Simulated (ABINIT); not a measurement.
# A GW chain in ABINIT: ScHO2 (R-3m)

How does a plane-wave GW calculation on ScHO2 (R-3m) run from the first input to the gap?

Program: ABINIT 10.8.3. Level of theory: PBEsol and many-body steps on it, plane waves. Values are calculated unless marked as measured.

**1. Set-up**

It takes space group R-3m (No. 166, trigonal). The conventional cell has a = 3.233 Å, b = 3.233 Å, c = 13.593 Å, α = 90.00°, β = 90.00°, γ = 120.00°. Nearest to Sc lie 6 O at 2.14 Å. Nearest to H lie 2 O at 1.22 Å. Nearest to O lie 1 H at 1.22 Å and 3 Sc at 2.14 Å. Farther neighbours, and contacts between anions beyond the nearest, are not listed.

The cell and positions are those that the Materials Project relaxed with its own functionals (PBE, PBE+U or r2SCAN), kept fixed.

**2. Ground state**

This step: ABINIT 10.8.3; DFT, PBEsol, plane waves, norm-conserving pseudopotentials.

The ground-state density comes first.

run.abi

```
acell 3*1.0 Angstrom
rprim 
  1.616589043500 0.933338119408 4.530924155205
  -1.616589043500 0.933338119408 4.530924155205
  0.000000000000 -1.866676238893 4.530924155189
ntypat 3
znucl 21 1 8
natom 4
typat 1 2 3 3
xred 
  0.000000000000 0.000000000000 0.000000000000
  0.500000000000 0.500000000000 0.500000000000
  0.589701000000 0.589701000000 0.589701000000
  0.410299000000 0.410299000000 0.410299000000
pp_dirpath "pseudos"
pseudos "Sc.upf, H.upf, O.upf"
ecut 36
ngkpt 8 8 8
nshiftk 1
shiftk 0 0 0
kptopt 1
chksymbreak 0
nband 18
occopt 1
tolvrs 1e-10
nstep 60
prtwf 0
optforces 0
optstress 0
indata_prefix "in"
outdata_prefix "out"
tmpdata_prefix "tmp"
```

Started as:

```
$ OMP_NUM_THREADS=1 mpirun -n 8 abinit run.abi > log
```

The program printed:

```text
.Version 10.8.3 of ABINIT. v10.8.2 released Aug 2026.

 Symmetries : space group R-3 m (#166); Bravais hR (rhombohedral)
================================================================================
 Values of the parameters that define the memory need of the present run
     intxc =       0    ionmov =       0      iscf =       7    lmnmax =       6
     lnmax =       6     mgfft =      50  mpssoang =       3    mqgrid =    3001
     natom =       4  nloc_mem =       1    nspden =       1   nspinor =       1
    nsppol =       1      nsym =      12    n1xccc =    2501    ntypat =       3
    occopt =       1   xclevel =       2
-    mband =          18        mffmem =           1         mkmem =           9
       mpw =        2872          nfft =      125000          nkpt =          65
================================================================================
  Rough estimation (10% accuracy) of disk space for files :
================================================================================

--------------------------------------------------------------------------------
------------- Echo of variables that govern the present computation ------------
--------------------------------------------------------------------------------
 -outvars: echo values of preprocessed input variables --------
            acell      1.8897261259E+00  1.8897261259E+00  1.8897261259E+00 Bohr

      chksymbreak           0
             ecut      3.60000000E+01 Hartree
-          fftalg         312

              ixc     -116133
              kpt      0.00000000E+00  0.00000000E+00  0.00000000E+00
                       1.25000000E-01  0.00000000E+00  0.00000000E+00
                       2.50000000E-01  0.00000000E+00  0.00000000E+00
                       3.75000000E-01  0.00000000E+00  0.00000000E+00
                       5.00000000E-01  0.00000000E+00  0.00000000E+00
                       1.25000000E-01  1.25000000E-01  0.00000000E+00
                       2.50000000E-01  1.25000000E-01  0.00000000E+00
                       3.75000000E-01  1.25000000E-01  0.00000000E+00
                       5.00000000E-01  1.25000000E-01  0.00000000E+00
   [... 39 further rows ...]
                       5.00000000E-01  2.50000000E-01  2.50000000E-01
                      -3.75000000E-01  2.50000000E-01  2.50000000E-01
                       outvar_i_n : Printing only first  50 k-points.
         kptrlatt        8    0    0      0    8    0      0    0    8
          kptrlen      4.88785688E+01
P           mkmem           9
            natom           4
            nband          18
            ngfft          50      50      50
             nkpt          65
            nstep          60
             nsym          12
           ntypat           3
              occ      2.000000  2.000000  2.000000  2.000000  2.000000  2.000000
                       2.000000  2.000000  2.000000  2.000000  2.000000  2.000000
                       0.000000  0.000000  0.000000  0.000000  0.000000  0.000000
        optforces           0
        optstress           0
            prtwf           0
            rprim      1.6165890435E+00  9.3333811941E-01  4.5309241552E+00
[...]
spgroup         166

           tolvrs      1.00000000E-10

             xred      0.0000000000E+00  0.0000000000E+00  0.0000000000E+00
[...]
znucl       21.00000    1.00000    8.00000

================================================================================

 chkinp: Checking input parameters for consistency.

================================================================================
== DATASET  1 ==================================================================
-   mpi_nproc: 8, omp_nthreads: 1 (-1 if OMP is not activated)

--- !DatasetInfo
iteration_state: {dtset: 1, }
dimensions: {natom: 4, nkpt: 65, mband: 18, nsppol: 1, nspinor: 1, nspden: 1, mpw: 2872, }
cutoff_energies: {ecut:  36.0, pawecutdg:  -1.0, }
electrons: {nelect:   2.40000000E+01, charge:   0.00000000E+00, occopt:   1.00000000E+00, tsmear:   1.00000000E-02, }

 Real(R)+Recip(G) space primitive vectors, cartesian coordinates (Bohr,Bohr^-1):
 R(1)=  3.0549106  1.7637534  8.5622058  G(1)=  0.1636709  0.0944954  0.0389308
 R(2)= -3.0549106  1.7637534  8.5622058  G(2)= -0.1636709  0.0944954  0.0389308
 R(3)=  0.0000000 -3.5275069  8.5622058  G(3)=  0.0000000 -0.1889909  0.0389308
 Unit cell volume ucvol=  2.7680458E+02 bohr^3
 Angles (23,13,12)=  3.85242399E+01  3.85242399E+01  3.85242399E+01 degrees

 getcut: wavevector=  0.0000  0.0000  0.0000  ngfft=  50  50  50
         ecut(hartree)=     36.000   => boxcut(ratio)=   2.00017

--- Pseudopotential description ------------------------------------------------
- Sc Generated using ONCVPSP code by D. R. Hamann
- 21.00000  11.00000  180301                  znucl, zion, pspdat
12 -116133 2 -1 1642                          pspcod,pspxc,lmax,lloc,mmax
     nproj     2     2     2
  pspatm : epsatm=   13.58981452
         --- l  ekb(1:nproj) -->
[...]
pspatm: atomic psp has been read  and splines computed

- H Generated using ONCVPSP code by D. R. Hamann
-  1.00000   1.00000  180301                  znucl, zion, pspdat
12 -116133 1 -1 1180                          pspcod,pspxc,lmax,lloc,mmax
     nproj     2     1     0
  pspatm : epsatm=    0.35585368
         --- l  ekb(1:nproj) -->
[...]
1   -0.494138
 pspatm: atomic psp has been read  and splines computed

- O Generated using ONCVPSP code by D. R. Hamann
-  8.00000   6.00000  180301                  znucl, zion, pspdat
12 -116133 2 -1 936                           pspcod,pspxc,lmax,lloc,mmax
     nproj     2     2     1
  pspatm : epsatm=    6.22910120
         --- l  ekb(1:nproj) -->
[...]
2   -1.335834
 pspatm: atomic psp has been read  and splines computed

   6.33692894E+02                                ecore*ucvol(ha*bohr**3)
--------------------------------------------------------------------------------

_setup2: Arith. and geom. avg. npw (full set) are    2855.119    2855.109

================================================================================

--- !BeginCycle
iteration_state: {dtset: 1, }
solver: {iscf: 7, nstep: 60, nline: 4, wfoptalg: 0, }
tolerances: {tolvrs: 1.00E-10, }

     iter   Etot(hartree)      deltaE(h)  residm     vres2
 ETOT  1  -81.814769    -8.181E+01 1.622E-01 1.680E+03
 ETOT  2  -81.218713     5.961E-01 9.207E-02 6.555E+03
 ETOT  3  -82.085824    -8.671E-01 1.966E-02 1.250E+02
 ETOT  4  -82.094483    -8.659E-03 1.933E-02 2.791E+01
 ETOT  5  -82.097243    -2.760E-03 3.470E-03 3.526E-01
 ETOT  6  -82.097288    -4.517E-05 2.160E-03 6.395E-02
 ETOT  7  -82.097294    -5.516E-06 2.858E-04 9.035E-04
 ETOT  8  -82.097294    -1.826E-09 2.310E-04 6.431E-04
 ETOT  9  -82.097294    -4.433E-08 2.932E-05 3.377E-05
 ETOT 10  -82.097294    -2.598E-09 3.204E-05 4.938E-07
 ETOT 11  -82.097294    -3.422E-11 9.422E-06 1.125E-09
 ETOT 12  -82.097294     1.521E-12 1.048E-05 2.890E-11

 At SCF step   12       vres2   =  2.89E-11 < tolvrs=  1.00E-10 =>converged.

--- !ResultsGS
iteration_state: {dtset: 1, }
comment   : Summary of ground state results
lattice_vectors:
- [  3.0549106,   1.7637534,   8.5622058, ]
- [ -3.0549106,   1.7637534,   8.5622058, ]
- [  0.0000000,  -3.5275069,   8.5622058, ]
lattice_lengths: [   9.26038,    9.26038,    9.26038, ]
lattice_angles: [ 38.524,  38.524,  38.524, ] # degrees, (23, 13, 12)
lattice_volume:   2.7680458E+02
convergence: {deltae:  1.521E-12, res2:  2.890E-11, residm:  1.048E-05, diffor:  0.000E+00, }
etotal    :  -8.20972937E+01
entropy   :   0.00000000E+00
fermie    :   1.17004614E-01
cartesian_stress_tensor: null
pressure_GPa: null
xred      :
- [  0.0000E+00,   0.0000E+00,   0.0000E+00, Sc]
- [  5.0000E-01,   5.0000E-01,   5.0000E-01,  H]
- [  5.8970E-01,   5.8970E-01,   5.8970E-01,  O]
- [  4.1030E-01,   4.1030E-01,   4.1030E-01,  O]
cartesian_forces: null
force_length_stats: {min: null, max: null, mean: null, }

 Integrated electronic density in atomic spheres:
 ------------------------------------------------
 Atom  Sphere_radius  Integrated_density
[...]
4        2.00000          6.30552395
================================================================================

 ----iterations are completed or convergence reached----

 Mean square residual over all n,k,spin=   19.207E-09; max=  10.480E-06
 reduced coordinates (array xred) for    4 atoms
       0.000000      0.000000      0.000000
       0.500000      0.500000      0.500000
       0.589701      0.589701      0.589701
       0.410299      0.410299      0.410299
 rms dE/dt=  0.0000E+00; max dE/dt=  0.0000E+00; dE/dt below (all hartree)
    1       0.000000      0.000000      0.000000
    2       0.000000      0.000000      0.000000
    3       0.000000      0.000000      0.000000
    4       0.000000      0.000000      0.000000

 cartesian coordinates (angstrom) at end:
    1      0.000000     0.000000     0.000000
    2      0.000000    -3.85e-11     6.796386
    3     -0.000000    -4.541e-11     8.015672
    4      0.000000    -3.159e-11     5.577101
 length scales=  1.889726  1.889726  1.889726 bohr
              =  1.000000  1.000000  1.000000 angstroms
 prteigrs : about to open file out_EIG
 Fermi (or HOMO) energy (hartree) =   0.11700   Average Vxc (hartree)=  -0.38400
 Eigenvalues (hartree) for nkpt=  65  k points:
 kpt#   1, nband= 18, wtk=  0.00195, kpt=  0.0000  0.0000  0.0000 (reduced coord)
  -1.61550   -0.83857   -0.82616   -0.82616   -0.52432   -0.44264   -0.11845    0.03473
   0.03473    0.09625    0.09625    0.11105    0.28680    0.29297    0.29297    0.33827
   0.40456    0.40456
 prteigrs : prtvol=0 or 1, do not print more k-points.

--- !EnergyTerms
iteration_state     : {dtset: 1, }
comment             : Components of total free energy in Hartree
kinetic             :  4.010560E+01
hartree             :  2.201957E+01
xc                  : -1.666170E+01
Ewald energy        : -5.393264E+01
psp_core            :  2.289315E+00
local_psp           : -7.306765E+01
non_local_psp       : -2.849793E+00
total_energy        : -8.209729E+01
total_energy_eV     : -2.233981E+03
band_energy         : -9.764187E+00

== END DATASET(S) ==============================================================
================================================================================

 -outvars: echo values of variables after computation  --------
           etotal     -8.2097293663E+01
            nband          18
             nkpt          65
          spgroup         166
 [... the other variables as echoed above ...]

 Calculation completed.
```

Run time: 26 s. Hardware: 8 MPI ranks of Arm Neoverse V2, shared host; peak memory 0.72 GiB.

Numbers from this step:

```
total energy               : -2233.9812 eV
gap                        : 3.958 eV
k of the valence top       : -0.125, 0.125, 0
k of the conduction bottom : 0.5, 0.5, 0
least direct gap           : 4.372 eV
```

The gap is indirect, with the least direct gap 0.41 eV higher.

[end of part 1 of 3]

[Long decimals in the printed logs are rounded to 6 places.]

[Logs are printed without paths, hosts, clocks, repeated set-up lines and the standing remarks that a program may print on its own settings, such as how far it seeks lower states.]

[Paths, hosts, dates, memory and timing lines, banners, echoed tables and standing remarks are left out of the program output; an Ansatz launch command may be rebuilt from the run's recorded settings. Measured values are a selection of at most five: reports struck by readers or far from the other reports are left out. None is set beside runs whose start may be inverted or whose files or cutoffs have a known fault.]

[Runs of the session that timed out or met a known fault of the program may be left out.]

[Hosts, paths, dates, database ids (printed as entryN), source tags and the programs' standing remarks are cut or masked in the printed files.]

[G0W0 gaps are taken among the corrected bands and points alone; a level outside them can change the order at an edge.]

[Where Ansatz stands beside ABINIT at settings called matched, ABINIT's density can come from a denser mesh and the files from another edition; pairs whose starting gaps differed by over 0.03 eV were left out, so agreement reads better than it is.]
